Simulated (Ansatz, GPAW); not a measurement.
# Cutoff, mesh and smearing for a 6-layer slab of Na(110), part 2 of 2

How do cutoff, mesh, smearing and the dipole layer change the work function of a 6-layer slab of Na(110)?

GPAW 26.7.0 and Ansatz 0.2.0; Ansatz plane waves; slab in vacuum with a dipole correction, relaxation (the session's first sound run).

So far, upper work function (eV): step 2 (relaxing the atoms, PBE) 2.81; step 3 (the slab's potential, PBE, GPAW) 2.81; step 6 (cutoff 700: ecut = 700, PBE, GPAW) 2.81; step 9 (K mesh 14×14: kpts = [14, 14], PBE, GPAW) 2.81; step 10 (scheme Methfessel-Paxton of order 0 (Gaussian), smearing 0.1, PBE, GPAW) 2.77.

## Step 11: All levels side by side

Times are for 1 thread of Intel Xeon Platinum 8488C (Sapphire Rapids), shared host. The series side by side:

| no. | run | upper work function (eV) | lower work function (eV) | time | memory (GiB) |
| --- | --- | --- | --- | --- | --- |
| 1 | pw | 2.809 | 2.826 | 2.1 min | 0.32 |
| 2 | cutoff 700 | 2.809 | 2.826 | 5.1 min | 0.6 |
| 3 | k mesh 14×14 | 2.813 | 2.829 | 4.5 min | 0.48 |
| 4 | scheme Methfessel-Paxton of order 0 (Gaussian), smearing 0.1 | 2.767 | 2.784 | 2.1 min | 0.32 |

## Step 12: Without the dipole layer

The dipole layer is taken out and the cell repeats along the normal.

run.py reads:

```python
import json
import numpy as np
from ase import Atoms
from gpaw import GPAW, PW

slab = Atoms(
    ['Na', 'Na', 'Na', 'Na', 'Na', 'Na'],
    positions=[
        [0.00000, 0.00000, 8.00000],
        [2.99106, 0.00000, 10.99106],
        [0.00000, 0.00000, 13.98212],
        [2.99106, 0.00000, 16.93824],
        [0.00000, 0.00000, 19.88798],
        [2.99106, 0.00000, 22.77247]],
    cell=[[2.99106, -2.115, 0.0], [2.99106, 2.115, 0.0], [0.0, 0.0, 30.95531]],
    pbc=[True, True, True])

slab.calc = GPAW(mode=PW(400), xc='PBE', kpts={'size': (9, 9, 1), 'gamma': True},
                 occupations={'name': 'fermi-dirac', 'width': 0.1}, nbands='140%',
                 convergence={'density': 1e-05}, maxiter=200,
                 symmetry={'tolerance': 1e-3}, txt='slab.txt')
result = {}
energy = slab.get_potential_energy()
fermi = slab.calc.get_fermi_level()
v = slab.calc.get_electrostatic_potential().mean((0, 1)) - fermi
n = slab.calc.get_pseudo_density().mean((0, 1))
L = slab.cell[2, 2]
z = np.arange(len(v)) * L / len(v)
low, high = slab.positions[:, 2].min(), slab.positions[:, 2].max()
below, above = np.interp([low - 5.8, high + 5.8], z, v)
slopes = [np.interp(x, z, np.gradient(v, z)) for x in (low - 5.8, high + 5.8)]
eps = np.array([[slab.calc.get_eigenvalues(k, s) for k in range(len(slab.calc.get_ibz_k_points()))]
                for s in range(slab.calc.get_number_of_spins())]) - fermi
top, bottom = eps[eps < 0].max(), eps[eps > 0].min()
dipole = slab.get_dipole_moment()[2]
print(f'energy {energy:.4f} eV, Fermi level {fermi:.4f} eV, dipole {dipole:.5f} e A')
print(f'potential 5.8 A off the faces, from the Fermi level: lower {below:.4f} eV, upper {above:.4f} eV')
print(f'slope of the potential there: lower {slopes[0]:.5f}, upper {slopes[1]:.5f} eV/A')
print(f'nearest levels on the mesh: {top:.4f} and {bottom:.4f} eV')
print('magnetic moment', round(slab.get_magnetic_moment(), 3))
result.update(energy=energy, fermi=fermi, dipole=dipole, below=below, above=above, slopes=slopes, edges=[top, bottom],
              z=z.tolist(), v=v.tolist(), n=n.tolist(), positions=slab.positions.tolist(),
              forces=slab.get_forces(apply_constraint=False).tolist(), moments=slab.get_magnetic_moments().tolist())
json.dump(result, open('result.json', 'w'))
```

Launch:

```sh
> OMP_NUM_THREADS=1 OPENBLAS_NUM_THREADS=1 python run.py
```

The job ended after 1.7 min (1 thread of Intel Xeon Platinum 8488C (Sapphire Rapids), shared host; peak memory 0.31 GiB).

The run finished with changed settings (dipole = false and pbc_z = true); it serves as a test.

Side by side:

```csv
quantity,this run,sound run,difference
upper work function (eV),2.8144,2.8093,0.00510
lower work function (eV),2.8210,2.8259,-0.00494
```

## Step 13: Side by side

Results and costs are gathered.

This step: comparison of work functions, dipole and cost (GPAW 26.7.0).

Ladder, by row:

| step | code | work function, upper (eV) | work function, lower (eV) | dipole (e Å) | wall time (s) | peak memory (GiB) | threads |
| --- | --- | --- | --- | --- | --- | --- | --- |
| pw | GPAW | 2.809 | 2.826 | 9.70e-4 | 127.3 | 0.32 | 1 |
| ecut200 | GPAW | 2.81 | 2.827 | 8.94e-4 | 36.39 | 0.19 | 1 |
| ecut300 | GPAW | 2.811 | 2.828 | 9.37e-4 | 65.52 | 0.24 | 1 |
| ecut700 | GPAW | 2.809 | 2.826 | 9.75e-4 | 305.3 | 0.6 | 1 |
| k3 | GPAW | 2.832 | 2.853 | 0.001266 | 28.68 | 0.23 | 1 |
| k5 | GPAW | 2.83 | 2.846 | 9.27e-4 | 51.22 | 0.24 | 1 |
| k14 | GPAW | 2.813 | 2.829 | 9.46e-4 | 270.2 | 0.48 | 1 |
| smear | GPAW | 2.767 | 2.784 | 9.97e-4 | 124.7 | 0.32 | 1 |
| nodip | GPAW | 2.814 | 2.821 | 0.002907 | 104.1 | 0.31 | 1 |

## Step 14: A changed run

One more run, with changed settings.

This step: GPAW, PAW setups; slab in vacuum (GPAW 26.7.0).

run.py: that of step 12 with these lines changed.

```diff
@@ -15,7 +15,8 @@
     cell=[[2.99106, -2.115, 0.0], [2.99106, 2.115, 0.0], [0.0, 0.0, 30.95531]],
-    pbc=[True, True, True])
+    pbc=[True, True, False])
 
 slab.calc = GPAW(mode=PW(400), xc='PBE', kpts={'size': (9, 9, 1), 'gamma': True},
-                 occupations={'name': 'fermi-dirac', 'width': 0.1}, nbands='140%',
-                 convergence={'density': 1e-05}, maxiter=200,
+                 occupations={'name': 'fermi-dirac', 'width': 1.0}, nbands='140%',
+                 convergence={'density': 1e-05}, maxiter=100,
+                 poissonsolver={'dipolelayer': 'xy'},
                  symmetry={'tolerance': 1e-3}, txt='slab.txt')
```

The job ended after 2.8 min (1 thread; peak memory 0.32 GiB).

The run finished. A setting was moved off its sound value on purpose, so it serves as a test and not as the result.

The fault put into the input: a smearing of electronvolts (width = 1.0).

## Step 15: Summary of results

```json
{
  "work function, upper and lower face": "2.809 and 2.826 eV",
  "dipole along the normal": "9.7e-4 e Å"
}
```

With plane waves and PBE the work function is 2.81 eV on the upper face and 2.83 eV on the lower. The measured value for polycrystalline Na, which weights the faces of low work function, is 2.75 eV (as compiled in "Anisotropic work function of elemental crystals", 2019, arxiv:1902.07811); the relaxed upper face lies 0.059 eV over it with PBE. Measured work functions scatter by a tenth of an eV or more between methods. The other smearing (Gaussian of 0.1 eV in place of Fermi-Dirac of 0.1) moves the two faces by -0.042 and -0.042 eV on the same mesh; a mesh is converged only for its smearing. Over the sound runs of the table the upper face's work function spans 2.767 (smear) to 2.813 eV (k14). The small printed dipole stands for a step of -14 meV from the lower to the upper face, and the probes find -17 meV; values this small are near the numerical noise of both. The in-plane lattice was kept as typed, which isn't the functional's own and leaves some strain; spin-orbit coupling and temperature are left out.

[Logs are printed without paths, hosts, clocks, repeated set-up lines and the standing remarks that a program may print on its own settings, such as how far it seeks lower states.]

[Hosts, paths, dates, database ids (printed as entryN), source tags and the programs' standing remarks are cut or masked in the printed files.]
